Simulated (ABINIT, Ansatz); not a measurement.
# H6PbCNCl3 (Pm): one start, several treatments of the self-energy, part 2 of 2

Aim: compare treatments of exchange, screening and correlation for the gap of H6PbCNCl3 (Pm).

ABINIT 10.8.3; PBEsol and many-body steps on it, plane waves. Known limits of the many-body steps: not at the basis limit; no spin-orbit coupling; coarse k mesh.

So far. Step 5 (G0W0, Hybertsen-Louie plasmon pole): Against G0W0 in ABINIT (2×2×2 mesh, 265 bands, screening to 141.5 eV, Godby-Needs plasmon pole), the gap moves by +0.173 eV. Step 6 (G0W0, Engel-Farid plasmon pole): Against G0W0 in ABINIT (2×2×2 mesh, 265 bands, screening to 141.5 eV, Godby-Needs plasmon pole), the gap moves by +0.101 eV.

## 7. One-shot COHSEX

This step: one-shot COHSEX on PBEsol, plane waves, norm-conserving pseudopotentials.

Input file run.abi:

```
acell 3*1.0 Angstrom
rprim 
  5.752832000000 0.000000000000 0.000000000000
  0.000000000000 5.764671000000 0.000000000000
  -0.002604000000 0.000000000000 5.855201000000
ntypat 5
znucl 1 82 6 7 17
natom 12
typat 1 1 1 1 1 1 2 3 4 5 5 5
xred 
  0.879476000000 0.500000000000 0.790423000000
  0.813252000000 0.344072000000 0.047387000000
  0.813252000000 0.655928000000 0.047387000000
  0.229661000000 0.354316000000 0.978538000000
  0.229661000000 0.645684000000 0.978538000000
  0.170957000000 0.500000000000 0.216412000000
  0.473988000000 0.000000000000 0.483874000000
  0.894268000000 0.500000000000 0.976848000000
  0.144932000000 0.500000000000 0.040731000000
  0.427891000000 0.000000000000 0.975558000000
  0.429192000000 0.500000000000 0.520036000000
  0.971826000000 0.000000000000 0.439660000000
pp_dirpath "pseudos"
pseudos "H.upf, Pb.upf, C.upf, N.upf, Cl.upf"
ecut 37
ngkpt 2 2 2
nshiftk 1
shiftk 0 0 0
kptopt 1
chksymbreak 0
istwfk *1
occopt 1
irdwfk 1
optdriver 4
nband 265
gwcalctyp 7
ecutsigx 37
symsigma 1
nkptgw 2
kptgw 
  0.5000000000 0.5000000000 0.5000000000
  0.0000000000 0.0000000000 0.0000000000
bdgw 
  28 31
  28 31
ecuteps 5.2
irdscr 1
indata_prefix "in"
outdata_prefix "out"
tmpdata_prefix "tmp"
```

On the command line:

```console
> OMP_NUM_THREADS=1 mpirun -n 16 abinit run.abi > log
```

Numbers of over 12 decimals in the logs are rounded to 6 here.

Log:

```text
.Version 10.8.3 of ABINIT. v10.8.2 released Aug 2026.

 Symmetries : space group Pm (#  6); Bravais mP (primitive monocl.)
[... echo of the input left out ...]
== DATASET  1 ==================================================================
-   mpi_nproc: 16, omp_nthreads: 1 (-1 if OMP is not activated)

--- !DatasetInfo
iteration_state: {dtset: 1, }
dimensions: {natom: 12, nkpt: 8, mband: 265, nsppol: 1, nspinor: 1, nspden: 1, mpw: 14134, }
cutoff_energies: {ecut:  37.0, pawecutdg:  -1.0, }
[...]
Band     E0 <VxcDFT>   SigX SigC(E0)      Z dSigC/dE  Sig(E)    E-E0       E
[...]
30   5.101  -7.648  -3.631  -4.226   1.000   0.000  -7.857  -0.208   4.893
       31   6.045 -11.497  -6.923  -4.820   1.000   0.000 -11.743  -0.246   5.799

== END DATASET(S) ==============================================================
================================================================================

 -outvars: echo values of variables after computation  --------
           etotal      0.0000000000E+00
            nband         265
             nkpt           8
          spgroup           6
 [... the other variables as echoed above ...]

 Calculation completed.
```

It took 8.8 s on 16 MPI ranks of Intel Xeon Platinum 8259CL at 2.50GHz (Skylake/Cascade Lake), shared host; peak memory 2.1 GiB; 2.2 min of CPU time.

This step gave:

| Property | Result |
| --- | --- |
| quasiparticle gap on the points computed | 5.217 eV |
| starting gap on the mesh | 2.463 eV |
| k of the valence top | 0.5, 0.5, 0.5 |
| k of the conduction bottom | 0.5, 0.5, 0.5 |
| least direct quasiparticle gap on the computed points | 5.217 eV |

Against G0W0 in ABINIT (2×2×2 mesh, 265 bands, screening to 141.5 eV, Godby-Needs plasmon pole), the gap moves by +1.112 eV.

## 8. One-shot Hartree-Fock

This step: one-shot Hartree-Fock on PBEsol, plane waves, norm-conserving pseudopotentials.

Changes to run.abi since step 7:

```diff
@@ -34,4 +34,4 @@
 optdriver 4
-nband 265
-gwcalctyp 7
+nband 33
+gwcalctyp 5
 ecutsigx 37
@@ -45,4 +45,4 @@
   28 31
-ecuteps 5.2
-irdscr 1
+ixc_sigma 40
+fftgw 31
 indata_prefix "in"
```

Log:

```text
.Version 10.8.3 of ABINIT. v10.8.2 released Aug 2026.

 Symmetries : space group Pm (#  6); Bravais mP (primitive monocl.)
[... echo of the input left out ...]
== DATASET  1 ==================================================================
-   mpi_nproc: 16, omp_nthreads: 1 (-1 if OMP is not activated)

--- !DatasetInfo
iteration_state: {dtset: 1, }
dimensions: {natom: 12, nkpt: 8, mband: 33, nsppol: 1, nspinor: 1, nspden: 1, mpw: 14134, }
cutoff_energies: {ecut:  37.0, pawecutdg:  -1.0, }
[...]
Band     E0 <VxcDFT>   SigX SigC(E0)      Z dSigC/dE  Sig(E)    E-E0       E
[...]
30   5.101  -7.648  -3.631   0.000   1.000   0.000  -3.631   4.018   9.119
       31   6.045 -11.497  -6.923   0.000   1.000   0.000  -6.923   4.574  10.619

== END DATASET(S) ==============================================================
================================================================================

 -outvars: echo values of variables after computation  --------
           etotal      0.0000000000E+00
            nband          33
             nkpt           8
          spgroup           6
 [... the other variables as echoed above ...]

 Calculation completed.
```

The job ended after 7 s (16 MPI ranks; peak memory 3.1 GiB; 1.7 min of CPU time).

Numbers from this step:

- quasiparticle gap on the points computed: 9.217 eV
- starting gap on the mesh: 2.463 eV
- k of the valence top: 0.5, 0.5, 0.5
- k of the conduction bottom: 0.5, 0.5, 0.5
- least direct quasiparticle gap on the computed points: 9.217 eV

Against G0W0 in ABINIT (2×2×2 mesh, 265 bands, screening to 141.5 eV, Godby-Needs plasmon pole), the gap moves by +5.112 eV.

## 9. The runs together

Times are wall times on 16 MPI ranks of Intel Xeon Platinum 8259CL at 2.50GHz (Skylake/Cascade Lake), shared host, good to a factor of about two. A run's time includes the screening step that it read.

| run | mesh | bands | screening cutoff (eV) | DFT gap (eV) | gap on the mesh (eV) | direct (eV) | ε∞ used | time |
| --- | --- | --- | --- | --- | --- | --- | --- | --- |
| G0W0, Godby-Needs plasmon pole | 2×2×2 | 265 | 141.5 | 2.463 | 4.105 | 4.105 | 4.88 | 4.7 min |
| G0W0, Hybertsen-Louie plasmon pole | 2×2×2 | 265 | 141.5 | 2.463 | 4.278 | 4.278 | 4.88 | 4.7 min |
| G0W0, Engel-Farid plasmon pole | 2×2×2 | 265 | 141.5 | 2.463 | 4.206 | 4.206 | 4.88 | 5.1 min |
| one-shot COHSEX | 2×2×2 | 265 | 141.5 | 2.463 | 5.217 | 5.217 | 4.88 | 4.1 min |
| one-shot Hartree-Fock | 2×2×2 | - | - | 2.463 | 9.217 | 9.217 | - | 7 s |

## 10. Outcome

```yaml
g0w0_godby_needs_plasmon_pole: 4.105 eV
g0w0_hybertsen_louie_plasmon_pole: 4.278 eV
g0w0_engel_farid_plasmon_pole: 4.206 eV
one_shot_cohsex: 5.217 eV
one_shot_hartree_fock: 9.217 eV
known_limits: not at the basis limit; no spin-orbit coupling; coarse k mesh
```

**Reading.** G0W0, Hybertsen-Louie plasmon pole: +0.173 eV against G0W0, Godby-Needs plasmon pole. G0W0, Engel-Farid plasmon pole: +0.101 eV against G0W0, Godby-Needs plasmon pole. One-shot COHSEX: +1.112 eV against G0W0, Godby-Needs plasmon pole. One-shot Hartree-Fock: +5.112 eV against G0W0, Godby-Needs plasmon pole. Bare exchange alone opens the gap to 9.22 eV; against G0W0, correlation takes back 5.11 eV. Static COHSEX lies above G0W0: it lacks the factor Z and overstates the Coulomb hole of the filled states. Bands and cutoff are finite, so the gap is not at the basis limit. The miss can reach some tenths of an eV and take either sign; the mesh is an error of its own. In the G0W0 runs levels were corrected at 2 k points alone, so a gap called «on the mesh» is the least over those, and an edge elsewhere would be missed. The 2×2×2 mesh is coarse for this cell, which bears on the long-range parts of exchange and screening. Where an edge is built on 6p states of lead, bismuth or thallium, scalar-relativistic gaps usually stand too wide, by a few tenths to over one eV. The many-body steps are scalar-relativistic: spin-orbit coupling is not in them.

[Paths, hosts, dates, memory and timing lines, banners, echoed tables and standing remarks are left out of the program output.]

[Logs are printed without paths, hosts, clocks, repeated set-up lines and the standing remarks that a program may print on its own settings, such as how far it seeks lower states.]

[Runs of the session that timed out or met a known fault of the program may be left out.]

[Hosts, paths, dates, database ids (printed as entryN), source tags and the programs' standing remarks are cut or masked in the printed files.]

[G0W0 gaps are taken among the corrected bands and points alone; a level outside them can change the order at an edge.]

[Where Ansatz stands beside ABINIT at settings called matched, ABINIT's density can come from a denser mesh and the files from another edition; pairs whose starting gaps differed by over 0.03 eV were left out, so agreement reads better than it is.]
